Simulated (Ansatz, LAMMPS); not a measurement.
## A frame of liquid Zn38Se23S15 from 2200 K, run at 600 K (76 atoms): a short ab initio trajectory

How do the atoms of a frame of liquid Zn38Se23S15 from 2200 K, run at 600 K (76 atoms) move, and what local order do they keep?

Program: Ansatz 0.2.0. Level of theory: Kohn-Sham DFT, PBE, PAW (set soft_2, large core), plane waves. Results are calculated unless marked as measured.

### 1. The structure

The cell holds 76 atoms: 38 Zn, 23 Se and 15 S. Its edges and angles: a = 11.922 Å, b = 11.922 Å, c = 11.922 Å, α = 90.0°, β = 90.0°, γ = 90.0°. 76 atoms (38 Zn, 23 Se, 15 S) placed at random at 4.69 g/cm³, melted at 2500 K for 10 ps at fixed volume with the Stillinger-Weber II-VI potential (Zhou et al., Phys. Rev. B 88, 085309 (2013)). Snapshot at the end of a hold of 5 ps at 2200 K and fixed volume.

Limits known from the start: The starting topology of bonds comes from the classical model, and needn't be the one that DFT or experiment would give. The cell was made at 2200 K but the dynamics is set to 600 K: the trajectory isn't one at 2200 K. Only the Γ point is sampled, in a cell whose shortest periodic width is 12 Å.

### 2. Single point at the start

A single point comes first, to see the forces before anything moves.

File input.yaml:

```yaml
crystal:
  lattice:
    - [11.9218, 0.0, 0.0]
    - [0.0, 11.9218, 0.0]
    - [0.0, 0.0, 11.9218]
  atoms:
    - { symbol: Zn, position: [0.79417, 0.0236, 0.03202] }
    - { symbol: Zn, position: [0.40996, 0.11497, 0.06768] }
    - { symbol: Zn, position: [0.81218, 0.16015, 0.45172] }
    - { symbol: Zn, position: [0.06683, 0.87867, 0.84035] }
    [... 66 atom lines left out ...]
    - { symbol: S, position: [0.23038, 0.54781, 0.06309] }
    - { symbol: S, position: [0.17825, 0.90561, 0.29311] }
    - { symbol: S, position: [0.86428, 0.43387, 0.0538] }
    - { symbol: S, position: [0.91342, 0.0326, 0.33875] }
    - { symbol: S, position: [0.54362, 0.07305, 0.30546] }
    - { symbol: S, position: [0.6144, 0.54049, 0.5451] }
kpoints:
  mp_grid: { grid: [1, 1, 1] }
hamiltonian:
  xc: pbe
  pseudopotentials: { kind: paw, core: large }
scf:
  occupations: { method: gaussian, width: 0.05 }
output:
  forces: true
```

Started as:

```bash
$ ansatz run input.yaml --threads 4 --pin off --max-ram 8192MiB --backend cpu --events-out ev --progress --plain --runs-dir out
```

Elapsed: 29 s, on 4 threads of Intel Xeon Platinum 8259CL at 2.50GHz (Skylake/Cascade Lake), shared host; peak memory 2.3 GiB.

The program notes that potentials were chosen by core size.

Numbers from this run:

* free energy: -198957.4740 eV
* free energy per atom: -2617.8615 eV/atom
* SCF cycles: 15
* r.m.s. force component: 0.6551 eV/Å
* longest force: 1.901 eV/Å
* Fermi energy: 6.098 eV

The r.m.s. force component of 0.66 eV/Å sets the starting point.

Length of the force by element:

```csv
element,coordination,atoms,mean length of the force (eV/Å),spread,least,most
S,all,15,1.26,0.426,0.586,1.90
Se,all,23,1.18,0.348,0.545,1.82
Zn,all,38,0.91,0.350,0.148,1.87
```

### 3. Dynamics started at 600 K

A Nosé–Hoover thermostat steers the temperature while disturbing the dynamics little. The time step is 2.0 fs.

Edit input.yaml of step 2 so:

```diff
@@ -16 +16,8 @@
   forces: true
+md:
+  timestep: 2.0
+  n_steps: 100
+  ensemble: nvt_nose_hoover
+  temperature: 600
+  initial_velocities: maxwell_boltzmann
+  seed: 7030
```

Elapsed: 19 min, on 4 threads; peak memory 2.5 GiB.

The program notes that it switched symmetry off.

Rows from the run:

```
time (fs)  T (K)  potential (meV/atom)  conserved (meV/atom)
      0.0    600                   0.0                  0.00
     14.0    714                 -14.6                 -0.01
     26.0    921                 -41.8                 -0.05
     40.0   1108                 -69.5                 -0.07
     54.0   1194                 -89.2                 -0.07
     66.0   1245                -106.8                 -0.09
     80.0   1294                -126.3                 -0.11
     94.0   1326                -142.6                 -0.09
    106.0   1355                -157.7                 -0.11
    120.0   1309                -167.1                 -0.14
    134.0   1162                -163.5                 -0.09
    146.0   1156                -174.9                 -0.14
    160.0   1124                -185.1                 -0.18
    174.0   1012                -183.9                 -0.12
    186.0   1052                -199.7                 -0.17
    200.0   1069                -215.0                 -0.17
```

Mean square displacement from the first frame to the last: Zn 0.68 Å², Se 0.62 Å², S 0.70 Å².

The mean square displacement by time lag:

```
time lag (fs)   S (Å²)  Se (Å²)  Zn (Å²)
          2.0   4.2e-4   1.4e-4   1.6e-4
          6.0  0.00375  0.00127  0.00140
         10.0   0.0103  0.00353  0.00390
         14.0   0.0200  0.00694  0.00763
         18.0   0.0325   0.0115   0.0126
         22.0   0.0474   0.0171   0.0187
         26.0   0.0644   0.0238   0.0260
         30.0   0.0830   0.0316   0.0343
         34.0    0.103   0.0404   0.0436
         38.0    0.123   0.0501   0.0538
         42.0    0.144   0.0606   0.0649
         46.0    0.165   0.0720   0.0768
         50.0    0.185   0.0841   0.0894
         54.0    0.205   0.0969    0.103
         58.0    0.224    0.110    0.116
         62.0    0.243    0.124    0.130
         66.0    0.260    0.139    0.145
         70.0    0.277    0.153    0.160
         74.0    0.294    0.169    0.175
         78.0    0.310    0.184    0.191
         82.0    0.326    0.199    0.206
         86.0    0.341    0.215    0.222
         90.0    0.357    0.231    0.238
         94.0    0.372    0.247    0.254
        100.0    0.396    0.271    0.278
```

Over the second half of 200 fs the temperature averages 1163 K, falling from about 1339 to 1055 K (means over the first and last quarter of that half). The conserved energy stays within 0.19 meV/atom. From first frame to last S has the largest mean square displacement, 0.70 Å² at the end; the farthest move is 1.67 Å. The mean temperature of 1163 K lies well off the 600 K of the input, so the thermostat hasn't yet brought the run to equilibrium. The run spans 0.20 ps, too short for its means to be equilibrium values.

### 4. Structure statistics late in the run

The g(r) is a mean over the second half; what follows it is taken at the last frame.

Bonds before and after, by the cutoffs listed below:

| pair | bonds before | bonds after | mean before (Å) | mean after (Å) | spread before (Å) | spread after (Å) |
| --- | --- | --- | --- | --- | --- | --- |
| Zn-S | 55 | 54 | 2.569 | 2.422 | 0.182 | 0.174 |
| Se-S | 1 | 1 | 2.535 | 2.523 | 0.000 | 0.000 |

Density 4.69 g/cm³, 22.30 Å³ an atom.

Mean of 14 frames. Pair distribution functions g(r), in bins of 0.2 Å:

```
r (Å)  total  Zn-Zn  Zn-Se  Zn-S  Se-Se  Se-S   S-S
 1.90   0.01   0.00   0.00  0.07   0.00  0.00  0.00
 2.10   0.39   0.06   0.22  1.50   0.00  0.09  0.00
 2.30   1.88   0.13   2.98  4.68   0.00  0.11  0.00
 2.50   1.80   0.20   3.71  3.08   0.11  0.07  0.00
 2.70   0.91   0.34   1.95  1.05   0.10  0.13  0.00
 2.90   0.58   0.58   0.86  0.69   0.17  0.13  0.14
 3.10   0.73   0.95   0.79  0.55   0.50  0.41  1.15
 3.30   1.01   1.69   0.74  0.49   0.82  1.18  1.27
 3.50   1.10   1.50   0.52  0.74   1.90  1.40  2.18
 3.70   1.21   1.59   0.67  0.83   1.62  1.73  2.17
 3.90   1.18   1.36   0.75  0.71   1.73  1.89  2.25
 4.10   1.21   1.18   0.77  0.78   2.02  2.04  2.46
 4.30   1.10   1.11   0.86  0.79   1.77  1.17  2.77
 4.50   0.93   0.97   0.84  0.89   1.58  0.78  0.49
 4.70   0.89   0.98   0.75  1.06   1.02  0.86  0.29
 4.90   0.82   0.85   0.77  0.97   0.63  0.88  0.50
 5.10   0.98   0.99   1.00  1.27   0.79  0.68  0.56
 5.30   1.00   0.92   1.32  1.10   0.65  0.67  0.35
 5.50   1.00   0.96   1.25  1.19   0.37  0.82  0.51
 5.70   1.02   1.04   1.23  1.17   0.32  0.97  0.42
 5.90   1.06   0.81   1.31  1.33   0.62  0.92  0.58
```

Bonds by pair of elements; cutoffs follow the first minimum of g(r), held within bounds set by covalent radii, and pairs that aren't listed don't count as bonded:

```
pair A-B  cutoff (Å)  bonds  mean length (Å)  spread (Å)  shortest (Å)  B about A  A about B
   Zn-Se        3.02     83             2.56       0.192          2.19       2.18       3.61
    Zn-S        3.02     54             2.42       0.174          2.14       1.42        3.6
    Se-S        2.54      1             2.52           0          2.52      0.043      0.067
```

The cutoff for Zn-Se falls short of the minimum of g(r), so counts run low and odd coordinations can be artefacts.

How many atoms have how many bonded neighbours:

| element | mean | 2 | 3 | 4 | 5 | 6 |
| --- | --- | --- | --- | --- | --- | --- |
| S | 3.67 | 1 | 4 | 9 | 1 | 0 |
| Se | 3.65 | 1 | 11 | 7 | 3 | 1 |
| Zn | 3.60 | 3 | 12 | 20 | 3 | 0 |

Bond angles (no mean is given where the spread exceeds 20°):

| angle | count | mean (°) | spread (°) |
| --- | --- | --- | --- |
| Zn-Se-Zn | 119 | - | - |
| S-Zn-Se | 79 | - | - |
| Se-Zn-Se | 76 | - | - |
| Zn-S-Zn | 74 | - | - |
| S-Zn-S | 34 | - | - |

Bond length by coordination (bonds to H left out):

| element | coordination | atoms | mean bond length (Å) |
| --- | --- | --- | --- |
| S | 2 | 1 | 2.32 |
| S | 3 | 4 | 2.35 |
| S | 4 | 9 | 2.43 |
| S | 5 | 1 | 2.56 |
| Se | 2 | 1 | 2.47 |
| Se | 3 | 11 | 2.50 |
| Se | 4 | 7 | 2.58 |
| Se | 5 | 3 | 2.62 |
| Se | 6 | 1 | 2.66 |
| Zn | 2 | 3 | 2.30 |
| Zn | 3 | 12 | 2.42 |
| Zn | 4 | 20 | 2.54 |
| Zn | 5 | 3 | 2.60 |

Rings of the network by King's shortest-path rule, up to 12 atoms, one path for each pair of neighbours; H, halogens, alkali and alkaline-earth atoms are left out, and the last column divides by all other atoms, bonded or not:

```
ring size (atoms)  rings  per network atom
                4     26             0.342
                6     53             0.697
                7      4             0.053
                8     54             0.711
                9      3             0.039
               10     14             0.184
               11      1             0.013
               12      1             0.013
```

Rings of 8 atoms are the most common (35 % of those counted); sizes run from 4 to 12, where the search stops.

### 5. Single point at the last frame

The last frame is solved again with fuller output, to read the electronic structure of a thermally displaced geometry.

File input.yaml:

```yaml
crystal:
  lattice:
    - [11.9218, 0.0, 0.0]
    - [0.0, 11.9218, 0.0]
    - [0.0, 0.0, 11.9218]
  atoms:
    - { symbol: Zn, position: [0.83418, 0.08677, 0.01638] }
    - { symbol: Zn, position: [0.4011, 0.12815, 0.10039] }
    - { symbol: Zn, position: [0.72424, 0.12909, 0.35552] }
    - { symbol: Zn, position: [0.06976, 0.84935, 0.7866] }
    [... 66 atom lines left out ...]
    - { symbol: S, position: [0.25098, 0.51236, 0.07846] }
    - { symbol: S, position: [0.21296, 0.89215, 0.29895] }
    - { symbol: S, position: [0.83407, 0.49852, 0.11131] }
    - { symbol: S, position: [0.97803, 0.05521, 0.37232] }
    - { symbol: S, position: [0.50201, 0.05287, 0.25494] }
    - { symbol: S, position: [0.64529, 0.57401, 0.57106] }
kpoints:
  mp_grid: { grid: [1, 1, 1] }
hamiltonian:
  xc: pbe
  pseudopotentials: { kind: paw, core: large }
scf:
  occupations: { method: gaussian, width: 0.05 }
output:
  forces: true
  stress: true
  populations: true
  dos:
    method: { smearing: { sigma: 0.15 } }
    de: 0.1
    projected: { site_lists: { S: [S], Se: [Se], Zn: [Zn] } }
  eigenvalues: true
  write_density: true
  write_potential: true
  volumetric_format: npy
```

Elapsed: 38 s, on 4 threads; peak memory 2.4 GiB; 2.4 min of CPU time.

Numbers from this run:

* free energy: -198973.8114 eV
* free energy per atom: -2618.0765 eV/atom
* SCF cycles: 16
* pressure: 1.831 GPa
* r.m.s. force component: 0.63 eV/Å
* longest force: 2.531 eV/Å
* Fermi energy: 6.265 eV
* gap (highest filled to lowest empty level): 0.2775 eV
* spilling of the projection: 0.01217

Length of the force by element:

```
element  coordination  atoms  mean length of the force (eV/Å)  spread  least  most
      S           all     15                             1.15   0.500  0.392  2.19
     Se           all     23                             1.03   0.535  0.264  2.53
     Zn           all     38                            0.876   0.429  0.129  2.52
```

Density of states as counts of states in windows of 1 eV (from the Fermi level), total and the larger projections:

```csv
from (eV),to (eV),total,Zn d,Se p,S p,Zn s
-10,-9,0.0,0.0,0.0,0.0,0.0
-9,-8,6.4,5.2,0.2,0.7,0.3
-8,-7,325.8,308.4,7.1,6.1,2.3
-7,-6,52.7,47.4,1.4,1.4,1.4
-6,-5,37.9,6.0,11.9,9.0,8.9
-5,-4,34.0,2.7,13.0,10.1,6.0
-4,-3,39.3,2.1,18.6,13.7,2.5
-3,-2,51.4,2.5,25.8,18.6,1.8
-2,-1,45.6,1.7,26.3,13.9,1.4
-1,0,14.8,0.3,9.6,2.3,1.4
0,1,11.9,0.1,3.1,1.5,4.6
1,2,25.5,0.2,4.7,3.0,10.4
2,3,32.7,0.2,5.0,2.6,10.2
3,4,33.7,0.1,3.3,1.9,6.6
```

Between -16 and -10 eV lie 76 more states.

The levels nearest the highest filled one (over half full), pooled over k-points and spins:

```csv
level less the highest filled one (eV),occupation
-0.792,2
-0.686,2
-0.558,2
-0.344,2
-0.190,2
0,2
0.278,0
0.696,0
0.762,0
0.846,0
1.01,0
1.04,0
```

Within 0.4 eV of the Fermi level the largest share is Se p (63 % of the projected weight).

### 6. What came out

| Item | Value |
| --- | --- |
| mean temperature, second half | 1163 K |
| temperature swing, second half | 114.6 K |
| slope of the conserved energy against time, by least squares | -0.7635 meV/atom/ps |
| free energy per atom | -2618.0765 eV/atom |
| pressure | 1.831 GPa |
| r.m.s. force component | 0.63 eV/Å |
| gap (highest filled to lowest empty level) | 0.2775 eV |
| wall time of the 3 DFT runs | 20 min |

What this shows: Over the second half of 200 fs the temperature averages 1163 K, falling from about 1339 to 1055 K (means over the first and last quarter of that half). The conserved energy stays within 0.19 meV/atom. The mean temperature of 1163 K lies well off the 600 K of the input, so the thermostat hasn't yet brought the run to equilibrium. The run spans 0.20 ps, too short for its means to be equilibrium values. The highest filled and lowest empty levels differ by 0.278 eV (at Γ alone); a semilocal functional tends to put such gaps too low. In a disordered cell it changes from sample to sample and from frame to frame.

Caveats: The pressure of 1.8 GPa is that of one thermal frame at a volume set beforehand, without the kinetic term.

[Logs are printed without paths, hosts, clocks, repeated set-up lines and the standing remarks that a program may print on its own settings, such as how far it seeks lower states.]

[Hosts, paths, dates, database ids (printed as entryN), source tags and the programs' standing remarks are cut or masked in the printed files.]
